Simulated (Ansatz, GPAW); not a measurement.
# STM contrast on CN/Al(110), part 2 of 3

Wanted: filled- and empty-state images of CN/Al(110), with its work function.

GPAW 26.7.0 and Ansatz 0.2.0; Ansatz plane waves; slab in vacuum with a dipole correction, relaxation (the session's first sound run).

So far, upper work function (eV): step 2 (relaxation) 7.28.

## (3) Plane waves, PBE

With the geometry fixed, the planar mean of the potential gives the vacuum level on each side.

This step: GPAW, PAW setups; slab in vacuum (GPAW 26.7.0).

run.py

```python
import json
import numpy as np
from ase import Atoms
from ase.dft.stm import STM
from gpaw import GPAW, PW

slab = Atoms(
    ['Al', 'Al', 'Al', 'Al', 'Al', 'C', 'N'],
    positions=[
        [0.00000, 0.00000, 7.00000],
        [2.02500, 1.43189, 8.43189],
        [0.00000, 0.00000, 9.86378],
        [2.02500, 1.43189, 11.37709],
        [0.00000, 0.00000, 12.67838],
        [2.02500, 1.43189, 13.52531],
        [2.02500, 1.43189, 14.71679]],
    cell=[[4.05, 0.0, 0.0], [0.0, 2.86378, 0.0], [0.0, 0.0, 21.40756]],
    pbc=[True, True, False])

slab.calc = GPAW(mode=PW(500), xc='PBE', kpts={'size': (8, 11, 1), 'gamma': True},
                 occupations={'name': 'fermi-dirac', 'width': 0.1}, nbands='140%',
                 convergence={'density': 1e-05}, maxiter=200,
                 poissonsolver={'dipolelayer': 'xy'},
                 symmetry={'tolerance': 1e-3}, txt='slab.txt')
result = {}
energy = slab.get_potential_energy()
fermi = slab.calc.get_fermi_level()
v = slab.calc.get_electrostatic_potential().mean((0, 1)) - fermi
n = slab.calc.get_pseudo_density().mean((0, 1))
L = slab.cell[2, 2]
z = np.arange(len(v)) * L / len(v)
low, high = slab.positions[:, 2].min(), slab.positions[:, 2].max()
below, above = np.interp([low - 4.8, high + 4.8], z, v)
slopes = [np.interp(x, z, np.gradient(v, z)) for x in (low - 4.8, high + 4.8)]
eps = np.array([[slab.calc.get_eigenvalues(k, s) for k in range(len(slab.calc.get_ibz_k_points()))]
                for s in range(slab.calc.get_number_of_spins())]) - fermi
top, bottom = eps[eps < 0].max(), eps[eps > 0].min()
dipole = slab.get_dipole_moment()[2]
print(f'energy {energy:.4f} eV, Fermi level {fermi:.4f} eV, dipole {dipole:.5f} e A')
print(f'potential 4.8 A off the faces, from the Fermi level: lower {below:.4f} eV, upper {above:.4f} eV')
print(f'slope of the potential there: lower {slopes[0]:.5f}, upper {slopes[1]:.5f} eV/A')
print(f'nearest levels on the mesh: {top:.4f} and {bottom:.4f} eV')
print('magnetic moment', round(slab.get_magnetic_moment(), 3))
result.update(energy=energy, fermi=fermi, dipole=dipole, below=below, above=above, slopes=slopes, edges=[top, bottom],
              z=z.tolist(), v=v.tolist(), n=n.tolist(), positions=slab.positions.tolist(),
              forces=slab.get_forces(apply_constraint=False).tolist(), moments=slab.get_magnetic_moments().tolist())

# Images need the states of the whole zone, up to time reversal
slab.calc = slab.calc.fixed_density(symmetry={'point_group': False}, txt='states.txt',
                                    convergence={'bands': 'CBM+1.3'})
stm = STM(slab)
result['stm'] = []
for bias in [-1.0, 1.0]:
    height = high + 3.5
    current = stm.get_averaged_current(bias, height)
    x, y, h = stm.scan(bias, current)
    # [... one line left out ...]
    print(f'bias {bias} V: mean current at 3.5 A {current:.4e}, corrugation {np.ptp(h):.4f} A')
    result['stm'].append(dict(bias=bias, current=current, h=(h - high).tolist(), I=I.tolist()))
json.dump(result, open('result.json', 'w'))
```

Launch:

```console
$ OMP_NUM_THREADS=1 OPENBLAS_NUM_THREADS=2 python run.py
```

Log:

```text
energy -32.1342 eV, Fermi level -0.6598 eV, dipole -0.18281 e A
potential 4.8 A off the faces, from the Fermi level: lower 4.3893 eV, upper 7.2323 eV
slope of the potential there: lower -0.00181, upper 0.00020 eV/A
nearest levels on the mesh: -0.0226 and 0.0177 eV
magnetic moment 0.0
bias -1.0 V: mean current at 3.5 A 2.7164e-07, corrugation 0.3863 A
bias 1.0 V: mean current at 3.5 A 1.5803e-07, corrugation 0.4142 A
```

Elapsed: 87 s, on 2 threads of Intel Xeon 6975P-C (Granite Rapids), shared host; peak memory 0.49 GiB.

This step gave:

```
dipole along the normal                    : -0.1828 e·Å
levels nearest the Fermi level on the mesh : -0.02257, 0.01770 eV from the Fermi level
upper work function                        : 7.232 eV
lower work function                        : 4.389 eV
corrugation -1                             : 0.3863 Å
corrugation 1                              : 0.4142 Å
```

The electrostatic potential energy of an electron (without an applied field's), less the Fermi level, planar mean oscillates, so the rows of the table below give means over windows of 1 Å about each position, cut where the curve ends. Its maxima inside the range that stand out by 2 % of the span (Å: eV): 7.7: -4.88, 9.2: -4.91, 10.6: -4.15, 12.0: -6.30, 13.1: -8.46, 14.1: 0.431, 18.5: 7.23. Its minima: 7.1: -8.76, 8.4: -9.24, 9.8: -9.18, 11.4: -9.33, 12.7: -9.92, 13.5: -9.55, 14.7: -4.85.

The electrostatic potential energy of an electron (without an applied field's), less the Fermi level, planar mean by z; means over each step:

z (Å), electrostatic potential energy of an electron (without an applied field's), less the Fermi level, planar mean (eV) and a bar from the least value:
```
        0       4.93 ##########################
        1       4.39 #########################
        2       4.39 #########################
        3       4.39 #########################
        4       4.36 #########################
        5       4.04 ########################
        6       1.12 ###################
        7      -7.00 ####
        8      -6.73 #####
        9      -6.35 #####
       10      -7.42 ###
       11      -6.58 #####
       12      -7.47 ###
       13      -9.21 
       14      -2.75 ############
       15       0.36 #################
       16       6.91 #############################
       17       7.22 ##############################
       18       7.23 ##############################
       19       7.23 ##############################
       20       7.23 ##############################
       21       7.04 ##############################
```

The pseudo valence density, planar mean oscillates, so the rows of the table below give means over windows of 1 Å about each position, cut where the curve ends. Its maxima inside the range that stand out by 2 % of the span (Å: e/Å³): 6.7: 0.122, 7.8: 0.200, 9.2: 0.202, 10.7: 0.194, 12.0: 0.214, 13.4: 0.338, 14.5: 0.390. Its minima: 6.9: 0.114, 8.4: 0.148, 9.9: 0.144, 11.3: 0.159, 12.6: 0.192, 13.6: 0.323.

Pseudo valence density, planar mean against z; means over each step:

```csv
z (Å),"pseudo valence density, planar mean (e/Å³)"
2,8.8e-6
3,9.6e-5
4,0.00104
5,0.0107
6,0.0687
7,0.137
8,0.182
9,0.187
10,0.167
11,0.181
12,0.201
13,0.276
14,0.344
15,0.290
16,0.0246
17,6.6e-4
18,1.8e-5
```

Tip height over the top atom over a1 and a2. Sample bias -1 V, constant current at the mean current 3.5 Å over the top atom.

Ten even steps from '_' (3.26 Å) to '@' (3.65 Å):
```
++==::::--==++**############**++==--::::==
::------==****##**##%%%%##**##****==------
__::==++**##%%%%%%==@@@@==%%%%%%##**++==::
__::++++**####@@@@@@@@@@@@@@@@####**++++::
..--++++**####%%%%@@@@@@@@%%%%####**++++--
::--******##%%%%####@@@@####%%%%##******--
::--##******@@%%============%%@@******##--
::--##******@@%%============%%@@******##--
::--******##%%%%####@@@@####%%%%##******--
..--++++**####%%%%@@@@@@@@%%%%####**++++--
__::++++**####@@@@@@@@@@@@@@@@####**++++::
__::==++**##%%%%%%==@@@@==%%%%%%##**++==::
::------==****##**##%%%%##**##****==------
++==::::--==++**############**++==--::::==
**==::..--==++**############**++==--..::==
```
Columns: a1 from 0 to 0.952; rows upwards: a2 from 0 to 0.933.

Tip height over the top atom over a1 and a2. Sample bias 1 V, constant current at the mean current 3.5 Å over the top atom.

Ten even steps from '_' (3.27 Å) to '@' (3.69 Å):
```
++==::----**######%%%%%%%%######**----::==
++==----==**######%%####%%######**==----==
::::==++**##%%%%@@@@@@@@@@@@%%%%##**++==::
__..--++****%%@@@@@@@@@@@@@@@@%%****++--..
....--====++****====****====****++====--..
::::::--::..::----::----::----::..::--::::
....::====....::::::::::::::::....====::..
....::====....::::::::::::::::....====::..
::::::--::..::----::----::----::..::--::::
....--====++****====****====****++====--..
__..--++****%%@@@@@@@@@@@@@@@@%%****++--..
::::==++**##%%%%@@@@@@@@@@@@%%%%##**++==::
++==----==**######%%####%%######**==----==
++==::----**######%%%%%%%%######**----::==
++--::--==**####%%%%%%%%%%%%####**==--::--
```
Columns: a1 from 0 to 0.952; rows upwards: a2 from 0 to 0.933.

Force by atom:

```csv
atom,x (eV/Å),y (eV/Å),z (eV/Å),size
Al1,0.000,0.000,0.003,0.003
Al2,0.000,0.000,-0.141,0.141
Al3,0.000,0.000,0.131,0.131
Al4,0.000,0.000,-0.029,0.029
Al5,0.000,0.000,-0.002,0.002
C6,0.000,0.000,-0.273,0.273
N7,0.000,0.000,0.314,0.314
```

The potential is flat to 0.002 eV/Å where it is read, so the vacuum is wide enough. The geometry is the other program's minimum; here the largest force on a free atom is 0.31 eV/Å.

(Continued in part 3 of 3.)

[Logs are printed without paths, hosts, clocks, repeated set-up lines and the standing remarks that a program may print on its own settings, such as how far it seeks lower states.]

[Hosts, paths, dates, database ids (printed as entryN), source tags and the programs' standing remarks are cut or masked in the printed files.]
